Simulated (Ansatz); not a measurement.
# Charge trapping in a frame of liquid aqueous KCl from 333 K (171 atoms), part 3 of 4

Aim: add and remove one electron in a frame of liquid aqueous KCl from 333 K (171 atoms), with atoms held and relaxed, and read trapping energy and localisation.

Ansatz 0.2.0; Kohn-Sham DFT, PBEsol, PAW (set soft_2), plane waves.

The cell: 53 O, 106 H, 6 K and 6 Cl. The network of contacts between molecules at the start is that of the classical potential that made the cell. The Brillouin zone is sampled at Γ only, in a cell whose shortest periodic width is 12 Å. The liquid is relaxed first.

So far. Step 2 (Single point at the start): The r.m.s. force at the start is 0.47 eV/Å. Step 3 (Relaxation): The relaxation converged after 58 steps, 11.2 eV below its start, with a largest force component of 0.014 eV/Å.

## 5. An extra electron, atoms held

The electron count changes by one with the atoms held: a vertical process, on a uniform background, with spin and a narrow Fermi–Dirac smearing. Its energy against the neutral cell hangs on the program's zero of potential.

input.yaml

```yaml
crystal:
  lattice:
    - [12.48006, 0.0, 0.0]
    - [0.0, 12.48006, 0.0]
    - [0.0, 0.0, 12.48006]
  atoms:
    [... the 171 atom lines of step 4 ...]
total_charge: -1
kpoints:
  mp_grid: { grid: [1, 1, 1] }
hamiltonian:
  xc: pbesol
scf:
  occupations: { method: fermi_dirac, width: 0.01 }
  lower_state_search: "off"
output:
  forces: true
  stress: true
  populations: intrinsic
  dos:
    method: { smearing: { sigma: 0.08 } }
    de: 0.1
    projected: { site_lists: { Cl: [Cl], H: [H], K: [K], O: [O] } }
  eigenvalues: true
  write_density: true
  write_potential: true
  volumetric_format: npy
magnetization:
  spin_polarized: true
  initial_magnetization: 1
```

Command:

```sh
$ ansatz run input.yaml --threads 4 --pin off --max-ram 8192MiB --backend cpu --events-out ev --progress --plain --runs-dir out
```

Numbers of over 12 decimals in the logs are rounded to 6 here.

Log:

```text
[...]
Crystal: 171 atoms, lattice volume = 1943.793 Å³
Basis set: ecut = 420 eV, 37993 PW (Γ), exchange–correlation on 180×180×180 points (8 copies of the dense FFT grid, shifted against one another)
Bands: 432, of which v1, the nominal top of the filled ones, is band 261 counted from 1 (260 counted from 0)
Symmetry: 1 space group operations
[...]
k-points: 1
[... 12 lines on functional and potentials left out ...]
Starting moments: Σ|m| = 1 μB on 171 of 171 sites
[...]
SCF iter   1: F=—  HF=-46958.188844 eV  |F-HF|=—  |Δ(HF+E_count)|=         —  Δρ=4.50e-2 (↑4.48e-2 ↓4.50e-2)  dr2=1.73e2  dr2_m=1.64e-2  M=1.000 μB ∫|m|=1.017 μB  β_m=1.00  ethr=3.10e-3  ⟨swp⟩=10.0  Hψ=4382  notcnv=0  defer=198
[...]
spin=Collinear: Resta preconditioning applied to the charge; magnetization (m = ρ↑ − ρ↓) channel mixes plain (no charge-response kernel on spin).
SCF iter   2: F=—  HF=-46917.186443 eV  |F-HF|=—  |Δ(HF+E_count)|=         —  Δρ=2.35e-2 (↑2.34e-2 ↓2.35e-2)  dr2=5.39e1  dr2_m=2.53e-3  M=0.999 μB ∫|m|=1.027 μB  β_m=0.30  ethr=3.10e-3  ⟨swp⟩=3.0  Hψ=1535  notcnv=0  defer=332
[...]
SCF iter   8: F=—  HF=-46897.602833 eV  |F-HF|=—  |Δ(HF+E_count)|=   1.94e-2  Δρ=2.80e-4 (↑2.16e-4 ↓2.80e-4)  dr2=2.46e-3  dr2_m=4.29e-4  M=0.361 μB ∫|m|=0.387 μB  β_m=0.30  ethr=2.60e-6  ⟨swp⟩=3.0  Hψ=1081  notcnv=0  defer=330
[...]
spin-set hold released at iteration 8 (site moments contracting): the magnetisation degrees of freedom join the quasi-Newton model from the next iteration; the mixer history was flushed
SCF iter   9: F=—  HF=-46897.604715 eV  |F-HF|=—  |Δ(HF+E_count)|=   1.88e-3  Δρ=1.78e-4 (↑1.51e-4 ↓1.78e-4)  dr2=1.08e-3  dr2_m=2.47e-4  M=0.320 μB ∫|m|=0.343 μB  β_m=0.56  ethr=4.71e-7  ⟨swp⟩=2.0  Hψ=973  notcnv=0  defer=330
SCF iter  10: F=—  HF=-46897.608131 eV  |F-HF|=—  |Δ(HF+E_count)|=   3.42e-3  Δρ=6.74e-5 (↑5.92e-5 ↓6.74e-5)  dr2=1.96e-4  dr2_m=4.77e-5  M=0.201 μB ∫|m|=0.216 μB  β_m=0.65  ethr=2.07e-7  ⟨swp⟩=3.0  Hψ=1075  notcnv=0  defer=330
[...]
SCF iter  16: F=-46897.612674 eV  HF=-46897.612674 eV  |F-HF|=1.08e-8  |Δ(HF+E_count)|=   1.28e-7  Δρ=5.31e-7 (↑5.08e-7 ↓5.31e-7)  dr2=1.01e-8  dr2_m=2.18e-9  M=0.001 μB ∫|m|=0.001 μB  β_m=0.82  ethr=1.75e-11  ⟨swp⟩=7.5  Hψ=4913  notcnv=0
SCF iter  17: F=-46897.612674 eV  HF=-46897.612674 eV  |F-HF|=2.82e-9  |Δ(HF+E_count)|=   2.14e-8  Δρ=1.80e-7 (↑1.62e-7 ↓1.80e-7)  dr2=1.33e-9  dr2_m=2.76e-10  M=0.000 μB ∫|m|=0.000 μB  ethr=1.95e-12  ⟨swp⟩=6.0  Hψ=3756  notcnv=0
WARN: the starting moments were not kept: the SCF closed with an absolute magnetisation of 4.6e-4 μB, where they sum to 1 μB in size (171 sites). That is at most 0.1 of that sum. Measured as dr2_m measures the in/out step, that magnetisation stands 4.0e-10 eV from none, [...]
SCF 1 converged in 17 iterations: F = -46897.612674 eV  dr2 = 1.33e-9
[...]
SCF converged after 17 iterations
Magnetization: 0.0004 μB (260.5002 up, 260.4998 down)
Absolute magnetization: 0.0005 μB (∫|ρ↑−ρ↓|, with the PAW one-centre terms)
[...]
Per-site moments (μB) at R_I (Å): [(3.147752232687285e-7, 0.408905), (1.4586594554290535e-7, 0.408905), (9.857235120096982e-8, 0.413859), (4.3881229483539054e-7, 0.412701), (7.183069647194892e-8, 0.412701), [...]
Free energy (F): -46897.612674 eV
[...]
Internal energy: -46897.598811 eV  (E = F + TS)
E sigma→0 (E₀):  -46897.605742 eV
Entropy (-TS):   -0.013863 eV (-0.081 meV/atom)
Fermi energy:    2.898621 eV
[...]
Σ components = -46897.612674   (vs F -46897.612674, Δ=0.00e0)
--- Forces (eV/Å), atoms counted from 1 ---
  atom   1  O     -0.02517617     0.03676045    -0.01044279
  atom   2  H      0.03356943    -0.02036985     0.02715924
  atom   3  H     -0.01036303    -0.00135858    -0.00200773
  atom   4  O      0.02551420    -0.01592361     0.02592463
[...]
atom 171  Cl    -0.04019199    -0.01731625    -0.01198895
  max |Σ_I F_I| component: 1.04e-5 eV/Å
--- Stress (GPa, compression-positive) ---
       -0.108395       0.070059      -0.091650
        0.070059      -0.277310      -0.187762
       -0.091650      -0.187762      -0.381257
  P = ⅓ Tr σ = -0.2557 GPa (-2.557 kbar)
--- Band table (eV) ---
[...]
--- intrinsic populations: 171 sites ---
  site symbol       q [e]    m [muB]
     0      O      6.7539     0.0000
     1      H      0.6383     0.0000
     2      H      0.6457     0.0000
[...]
170     Cl      7.5936     0.0000
  spilling = 0.000000 (of n_electrons = 521.000000)
```

Elapsed: 64 s, on 4 threads of Intel Xeon Platinum 8375C at 2.90GHz (Ice Lake), shared host; peak memory 4.5 GiB; 4.1 min of CPU time.

The program notes that starting moments were not kept.

An extra electron, atoms held: the energy stands 2.92 eV above that of the reference. An odd electron should give 1 μB; this run ended with the carrier shared between both spins.

The levels nearest the highest filled one (over half full), pooled over k-points and spins:

```csv
level less the highest filled one (eV),occupation
-4.77,1
-4.77,1
0,0.5
0,0.5
1.26,0
1.26,0
1.31,0
1.31,0
```

## 6. An extra electron, atoms relaxed

The atoms now respond to the charge; the energy gained comes from screening by the atoms, from trapping if the charge localises, and from any strain left in the reference.

input.yaml, the sections that differ from step 5:

```yaml
output:
  forces: true
relax:
  f_tol: 0.05
  max_steps: 90
# crystal, total_charge, kpoints, hamiltonian, scf, magnetization: as in step 5
```

Log:

```text
[...]
Crystal: 171 atoms, lattice volume = 1943.793 Å³
Basis set: ecut = 420 eV, 37993 PW (Γ), exchange–correlation on 180×180×180 points (8 copies of the dense FFT grid, shifted against one another)
Bands: 432, of which v1, the nominal top of the filled ones, is band 261 counted from 1 (260 counted from 0)
Symmetry: 1 space group operations
[...]
k-points: 1
[... 12 lines on functional and potentials left out ...]
Starting moments: Σ|m| = 1 μB on 171 of 171 sites
[...]
SCF iter   1: F=—  HF=-46958.188852 eV  |F-HF|=—  |Δ(HF+E_count)|=         —  Δρ=4.50e-2 (↑4.48e-2 ↓4.50e-2)  dr2=1.73e2  dr2_m=1.64e-2  M=1.000 μB ∫|m|=1.017 μB  β_m=1.00  ethr=3.10e-3  ⟨swp⟩=10.0  Hψ=4382  notcnv=0  defer=198
[...]
SCF iter   2: F=—  HF=-46917.186456 eV  |F-HF|=—  |Δ(HF+E_count)|=         —  Δρ=2.35e-2 (↑2.34e-2 ↓2.35e-2)  dr2=5.39e1  dr2_m=2.53e-3  M=0.999 μB ∫|m|=1.027 μB  β_m=0.30  ethr=3.10e-3  ⟨swp⟩=3.0  Hψ=1535  notcnv=0  defer=332
[...]
SCF iter   8: F=—  HF=-46897.606301 eV  |F-HF|=—  |Δ(HF+E_count)|=   2.29e-2  Δρ=2.80e-4 (↑2.17e-4 ↓2.80e-4)  dr2=2.47e-3  dr2_m=4.29e-4  M=0.361 μB ∫|m|=0.387 μB  β_m=0.30  ethr=2.60e-6  ⟨swp⟩=3.0  Hψ=1411  notcnv=0  defer=330
[...]
SCF iter  10: F=—  HF=-46897.611573 eV  |F-HF|=—  |Δ(HF+E_count)|=   3.39e-3  Δρ=6.90e-5 (↑6.02e-5 ↓6.90e-5)  dr2=2.05e-4  dr2_m=4.86e-5  M=0.203 μB ∫|m|=0.218 μB  β_m=0.64  ethr=2.07e-7  ⟨swp⟩=3.0  Hψ=1075  notcnv=0  defer=330
[...]
SCF iter  13: F=-46897.612669 eV  HF=-46897.612667 eV  |F-HF|=1.73e-6  |Δ(HF+E_count)|=   1.54e-5  Δρ=8.98e-6 (↑8.88e-6 ↓8.98e-6)  dr2=2.06e-6  dr2_m=7.74e-7  M=0.026 μB ∫|m|=0.028 μB  β_m=0.83  ethr=9.11e-10  ⟨swp⟩=1.0  Hψ=2179  notcnv=0
SCF iter  14: F=-46897.612673 eV  HF=-46897.612672 eV  |F-HF|=7.22e-7  |Δ(HF+E_count)|=   5.06e-6  Δρ=3.51e-6 (↑3.51e-6 ↓3.43e-6)  dr2=1.19e-7  dr2_m=1.84e-7  M=0.013 μB ∫|m|=0.014 μB  ethr=3.96e-10  ⟨swp⟩=1.0  Hψ=2059  notcnv=0
[...]
SCF 1 converged in 14 iterations: F = -46897.612673 eV  dr2 = 1.19e-7
[...]
relax step   1: F+E_penalty+E_count = -46897.61267293 eV  Δ(F+E_penalty+E_count) = +0.000e0 eV  max|allowed force component| = 9.839e-2 eV/Å  Δτ_max = 0.0000 Å  (14 SCF iters, dr2 threshold 6.25e-5 eV, accepted)
[...]
Starting moments: Σ|m| = 1 μB on 171 of 171 sites; this step starts from the density that it was given
[...]
SCF iter   1: F=—  HF=-46897.637355 eV  |F-HF|=—  |Δ(HF+E_count)|=         —  Δρ=1.30e-3 (↑1.29e-3 ↓1.30e-3)  dr2=7.94e-2  dr2_m=1.65e-6  M=0.014 μB ∫|m|=0.015 μB  β_m=0.30  ethr=1.51e-5  ⟨swp⟩=2.0  Hψ=2571  notcnv=0  defer=330
[...]
SCF iter  11: F=-46897.618985 eV  HF=-46897.618985 eV  |F-HF|=1.13e-9  |Δ(HF+E_count)|=   1.02e-8  Δρ=2.11e-7 (↑2.11e-7 ↓1.98e-7)  dr2=8.58e-10  dr2_m=5.30e-10  M=0.001 μB ∫|m|=0.001 μB  β_m=0.72  ethr=1.00e-12  ⟨swp⟩=1.0  Hψ=1918  notcnv=0
SCF iter  12: F=-46897.618985 eV  HF=-46897.618985 eV  |F-HF|=2.18e-11  |Δ(HF+E_count)|=   4.61e-9  Δρ=8.17e-8 (↑8.17e-8 ↓7.77e-8)  dr2=2.63e-10  dr2_m=4.54e-11  M=0.000 μB ∫|m|=0.000 μB  ethr=1.00e-12  ⟨swp⟩=1.0  Hψ=1917  notcnv=0
the starting moments were not kept: the SCF closed with an absolute magnetisation of 2.5e-4 μB, where they sum to 1 μB in size (171 sites). That is at most 0.1 of that sum. Measured as dr2_m measures the in/out step, that magnetisation stands 1.3e-10 eV from none, at or under the dr2_threshold of 1.0e-7 eV: it is no larger than a step whose dr2_m would equal this threshold.
SCF 2 converged in 12 iterations: F = -46897.618985 eV  dr2 = 2.63e-10
relax step   2: F+E_penalty+E_count = -46897.61898521 eV  Δ(F+E_penalty+E_count) = -6.312e-3 eV  max|allowed force component| = 4.004e-2 eV/Å  Δτ_max = 0.0388 Å  (12 SCF iters, accepted)
SCF converged after 12 iterations
Magnetization: 0.0002 μB (260.5001 up, 260.4999 down)
Absolute magnetization: 0.0003 μB (∫|ρ↑−ρ↓|, with the PAW one-centre terms)
[...]
Per-site moments (μB) at R_I (Å): [(1.7493051570522408e-7, 0.409222), (9.179800537110228e-8, 0.409222), (4.543122519766859e-8, 0.413975), (2.0946847402922423e-7, 0.413001), (5.461709770501869e-8, 0.413001), [...]
Free energy (F): -46897.618985 eV
[...]
Internal energy: -46897.605122 eV  (E = F + TS)
E sigma→0 (E₀):  -46897.612054 eV
Entropy (-TS):   -0.013863 eV (-0.081 meV/atom)
Fermi energy:    2.880356 eV
[...]
Σ components = -46897.618985   (vs F -46897.618985, Δ=0.00e0)
--- Forces (eV/Å), atoms counted from 1 ---
  atom   1  O     -0.01324464     0.00875210    -0.01761557
  atom   2  H      0.00276218    -0.00837279     0.01604278
  atom   3  H      0.00160537     0.00597267     0.00044761
  atom   4  O     -0.00391223     0.00726187     0.00273682
[...]
atom 171  Cl     0.01229930     0.00415844     0.01334597
  max |Σ_I F_I| component: 2.03e-6 eV/Å
--- Relaxed structure (2 steps of the walk, 2 accepted, 0 SCFs on fresh bases) ---
  F+E_penalty+E_count = -46897.61898521 eV   max|allowed force component| = 4.004e-2 eV/Å
  atoms:
    - { symbol: O, position: [0.931696, 0.267270, 0.825058] }
    - { symbol: H, position: [0.974229, 0.226933, 0.878749] }
    - { symbol: H, position: [0.867714, 0.220289, 0.812198] }
    - { symbol: O, position: [0.337441, 0.495045, 0.553386] }
[...]
- { symbol: Cl, position: [0.920160, 0.746647, 0.295066] }
```

The job ended after 69 s (4 threads; peak memory 4.4 GiB; 4.4 min of CPU time).

The relaxation converged after 2 steps, 0.00631 eV below its start, with a largest force component of 0.040 eV/Å.

An extra electron, atoms relaxed: the energy stands 2.91 eV above that of the reference. An odd electron should give 1 μB; this run ended with the carrier shared between both spins.

## 7. An extra electron, levels at the relaxed geometry

A single point at the new geometry gives levels and spin density.

input.yaml

```yaml
crystal:
  lattice:
    - [12.48006, 0.0, 0.0]
    - [0.0, 12.48006, 0.0]
    - [0.0, 0.0, 12.48006]
  atoms:
    - { symbol: O, position: [0.9317, 0.26727, 0.82506] }
    - { symbol: H, position: [0.97423, 0.22693, 0.87875] }
    - { symbol: H, position: [0.86771, 0.22029, 0.8122] }
    - { symbol: O, position: [0.33744, 0.49505, 0.55339] }
    - { symbol: H, position: [0.26724, 0.5237, 0.52719] }
    - { symbol: H, position: [0.34888, 0.42377, 0.51675] }
    [... 159 atom lines left out ...]
    - { symbol: Cl, position: [0.05953, 0.14488, 0.00673] }
    - { symbol: Cl, position: [0.17485, 0.20464, 0.3276] }
    - { symbol: Cl, position: [0.3603, 0.75852, 0.84032] }
    - { symbol: Cl, position: [0.76402, 0.11316, 0.75023] }
    - { symbol: Cl, position: [0.44105, 0.84391, 0.42974] }
    - { symbol: Cl, position: [0.92016, 0.74665, 0.29507] }
total_charge: -1
kpoints:
  mp_grid: { grid: [1, 1, 1] }
hamiltonian:
  xc: pbesol
scf:
  occupations: { method: fermi_dirac, width: 0.01 }
  lower_state_search: "off"
output:
  forces: true
  stress: true
  populations: intrinsic
  dos:
    method: { smearing: { sigma: 0.08 } }
    de: 0.1
    projected: { site_lists: { Cl: [Cl], H: [H], K: [K], O: [O] } }
  eigenvalues: true
  write_density: true
  write_potential: true
  volumetric_format: npy
magnetization:
  spin_polarized: true
  initial_magnetization: 1
```

Log:

```text
[...]
Crystal: 171 atoms, lattice volume = 1943.793 Å³
Basis set: ecut = 420 eV, 37993 PW (Γ), exchange–correlation on 180×180×180 points (8 copies of the dense FFT grid, shifted against one another)
Bands: 432, of which v1, the nominal top of the filled ones, is band 261 counted from 1 (260 counted from 0)
Symmetry: 1 space group operations
[...]
k-points: 1
[... 12 lines on functional and potentials left out ...]
Starting moments: Σ|m| = 1 μB on 171 of 171 sites
[...]
SCF iter   1: F=—  HF=-46958.184929 eV  |F-HF|=—  |Δ(HF+E_count)|=         —  Δρ=4.50e-2 (↑4.47e-2 ↓4.50e-2)  dr2=1.72e2  dr2_m=1.52e-2  M=1.000 μB ∫|m|=1.017 μB  β_m=1.00  ethr=3.10e-3  ⟨swp⟩=10.0  Hψ=4372  notcnv=0  defer=198
[...]
SCF iter   2: F=—  HF=-46917.214300 eV  |F-HF|=—  |Δ(HF+E_count)|=         —  Δρ=2.35e-2 (↑2.33e-2 ↓2.35e-2)  dr2=5.39e1  dr2_m=2.30e-3  M=0.999 μB ∫|m|=1.027 μB  β_m=0.30  ethr=3.10e-3  ⟨swp⟩=3.0  Hψ=1535  notcnv=0  defer=332
[...]
SCF iter   8: F=—  HF=-46897.609355 eV  |F-HF|=—  |Δ(HF+E_count)|=   1.92e-2  Δρ=2.73e-4 (↑2.12e-4 ↓2.73e-4)  dr2=2.41e-3  dr2_m=3.88e-4  M=0.396 μB ∫|m|=0.422 μB  β_m=0.30  ethr=2.60e-6  ⟨swp⟩=3.0  Hψ=1081  notcnv=0  defer=330
[...]
SCF iter  10: F=—  HF=-46897.614404 eV  |F-HF|=—  |Δ(HF+E_count)|=   3.25e-3  Δρ=6.59e-5 (↑5.79e-5 ↓6.59e-5)  dr2=1.90e-4  dr2_m=4.49e-5  M=0.244 μB ∫|m|=0.260 μB  β_m=0.65  ethr=2.03e-7  ⟨swp⟩=3.0  Hψ=1070  notcnv=0  defer=330
[...]
SCF iter  16: F=-46897.618980 eV  HF=-46897.618980 eV  |F-HF|=1.24e-8  |Δ(HF+E_count)|=   2.21e-7  Δρ=7.84e-7 (↑7.54e-7 ↓7.84e-7)  dr2=2.86e-8  dr2_m=2.82e-9  M=0.002 μB ∫|m|=0.002 μB  β_m=0.80  ethr=1.92e-11  ⟨swp⟩=7.0  Hψ=4988  notcnv=0
SCF iter  17: F=-46897.618980 eV  HF=-46897.618980 eV  |F-HF|=5.82e-9  |Δ(HF+E_count)|=   3.51e-8  Δρ=2.35e-7 (↑2.11e-7 ↓2.35e-7)  dr2=2.85e-9  dr2_m=3.88e-10  M=0.001 μB ∫|m|=0.001 μB  ethr=5.49e-12  ⟨swp⟩=6.0  Hψ=3856  notcnv=0
[...]
SCF 1 converged in 17 iterations: F = -46897.618980 eV  dr2 = 2.85e-9
[...]
SCF converged after 17 iterations
Magnetization: 0.0006 μB (260.5003 up, 260.4997 down)
Absolute magnetization: 0.0007 μB (∫|ρ↑−ρ↓|, with the PAW one-centre terms)
[...]
Per-site moments (μB) at R_I (Å): [(4.959824011427844e-7, 0.409219), (2.055765660408736e-7, 0.409219), (1.320748617986778e-7, 0.413999), (7.005911109164665e-7, 0.412976), (1.0402113996623288e-7, 0.412976), [...]
Free energy (F): -46897.618980 eV
[...]
Internal energy: -46897.605117 eV  (E = F + TS)
E sigma→0 (E₀):  -46897.612049 eV
Entropy (-TS):   -0.013863 eV (-0.081 meV/atom)
Fermi energy:    2.880364 eV
[...]
Σ components = -46897.618980   (vs F -46897.618980, Δ=0.00e0)
--- Forces (eV/Å), atoms counted from 1 ---
  atom   1  O     -0.01536197     0.00759268    -0.01816868
  atom   2  H      0.00287826    -0.00855162     0.01629875
  atom   3  H      0.00354673     0.00724598     0.00076093
  atom   4  O     -0.00159194     0.00367568     0.00215864
[...]
atom 171  Cl     0.01239497     0.00414500     0.01319434
  max |Σ_I F_I| component: 1.95e-5 eV/Å
--- Stress (GPa, compression-positive) ---
       -0.195156       0.080249      -0.095000
        0.080249      -0.373571      -0.185642
       -0.095000      -0.185642      -0.482945
  P = ⅓ Tr σ = -0.3506 GPa (-3.506 kbar)
--- Band table (eV) ---
[...]
--- intrinsic populations: 171 sites ---
  site symbol       q [e]    m [muB]
     0      O      6.7534     0.0000
     1      H      0.6387     0.0000
     2      H      0.6452     0.0000
[...]
170     Cl      7.5971     0.0000
  spilling = 0.000000 (of n_electrons = 521.000000)
```

Wall time 65 s (4 threads); peak memory 4.5 GiB; 4.2 min of CPU time.

An extra electron, levels at the relaxed geometry: the energy stands 2.91 eV above that of the reference. An odd electron should give 1 μB; this run ended with the carrier shared between both spins.

The levels nearest the highest filled one (over half full), pooled over k-points and spins:

```csv
level less the highest filled one (eV),occupation
-4.72,1
-4.72,1
0,0.5
0,0.5
1.24,0
1.24,0
1.31,0
1.31,0
```

## 8. Neutral at the geometry of the electron

The neutral cell at the new geometry gives the energy of that geometry without the charge.

input.yaml

```yaml
crystal:
  lattice:
    - [12.48006, 0.0, 0.0]
    - [0.0, 12.48006, 0.0]
    - [0.0, 0.0, 12.48006]
  atoms:
    [... the 171 atom lines of step 7 ...]
kpoints:
  mp_grid: { grid: [1, 1, 1] }
hamiltonian:
  xc: pbesol
scf:
  occupations: { method: fermi_dirac, width: 0.05 }
output:
  forces: true
  stress: true
  populations: intrinsic
  dos:
    method: { smearing: { sigma: 0.08 } }
    de: 0.1
    projected: { site_lists: { Cl: [Cl], H: [H], K: [K], O: [O] } }
  eigenvalues: true
```

Log:

```text
[...]
Crystal: 171 atoms, lattice volume = 1943.793 Å³
Basis set: ecut = 420 eV, 37993 PW (Γ), exchange–correlation on 180×180×180 points (8 copies of the dense FFT grid, shifted against one another)
Bands: 431, of which v1, the nominal top of the filled ones, is band 260 counted from 1 (259 counted from 0)
Symmetry: 1 space group operations
[...]
k-points: 1
[...]
SCF iter   1: F=—  HF=-46900.704205 eV  |F-HF|=—  |Δ(HF+E_count)|=         —  Δρ=5.68e-3  dr2=5.08e-1  ethr=1.77e-3  ⟨swp⟩=6.0  Hψ=2002  notcnv=0  defer=113
[...]
SCF iter   9: F=-46900.516370 eV  HF=-46900.516370 eV  |F-HF|=3.71e-8  |Δ(HF+E_count)|=   2.29e-7  Δρ=1.47e-6  dr2=4.57e-8  ethr=1.92e-11  ⟨swp⟩=15.0  Hψ=3050  notcnv=0
SCF 1 converged in 9 iterations: F = -46900.516370 eV  dr2 = 4.57e-8
[...]
SCF converged after 9 iterations
Free energy (F): -46900.516370 eV
[...]
Internal energy: -46900.516370 eV  (E = F + TS)
E sigma→0 (E₀):  -46900.516370 eV
Fermi energy:    0.599290 eV
[...]
--- Forces (eV/Å), atoms counted from 1 ---
  atom   1  O      0.01887417    -0.03000802     0.00241205
  atom   2  H     -0.03737135     0.01841843    -0.01987306
  atom   3  H      0.00815312     0.00914937     0.00103245
  atom   4  O     -0.03170079     0.01856978    -0.03075021
  atom   5  H      0.02210809    -0.01452494     0.02295320
  atom   6  H      0.01577746    -0.00595184     0.01222526
  atom   7  O     -0.01788939     0.01717376    -0.00614001
  atom   8  H      0.02851512    -0.00137630     0.01164438
  atom   9  H      0.00339351    -0.00829917    -0.00295965
  atom  10  O     -0.05434806    -0.01986231     0.00913866
  atom  11  H      0.02772678     0.02211800    -0.01771878
  atom  12  H      0.03521432    -0.00132777     0.01082537
  atom  13  O     -0.00416295    -0.01022007     0.02481480
  atom  14  H     -0.01178859     0.01192862     0.00630411
[...]
atom 170  Cl    -0.03513911    -0.03165298     0.00159275
  atom 171  Cl     0.05447037     0.02444950     0.02416751
  max |Σ_I F_I| component: 6.02e-6 eV/Å
--- Stress (GPa, compression-positive) ---
       -0.278959       0.075132      -0.106196
        0.075132      -0.464034      -0.186584
       -0.106196      -0.186584      -0.585846
  P = ⅓ Tr σ = -0.4429 GPa (-4.429 kbar)
--- Band table (eV) ---
[...]
--- intrinsic populations: 171 sites ---
  site symbol       q [e]
     0      O      6.7490
     1      H      0.6342
     2      H      0.6413
[...]
170     Cl      7.5931
  spilling = -0.000000 (of n_electrons = 520.000000)
```

Wall time 20 s (4 threads); peak memory 2.7 GiB; 76 s of CPU time.

Neutral at the geometry of the electron: the energy stands 0.0138 eV above that of the reference.

(Part 3 of 4 ends here.)

[Logs are printed without paths, hosts, clocks, repeated set-up lines and the standing remarks that a program may print on its own settings, such as how far it seeks lower states.]

[Hosts, paths, dates, database ids (printed as entryN), source tags and the programs' standing remarks are cut or masked in the printed files.]
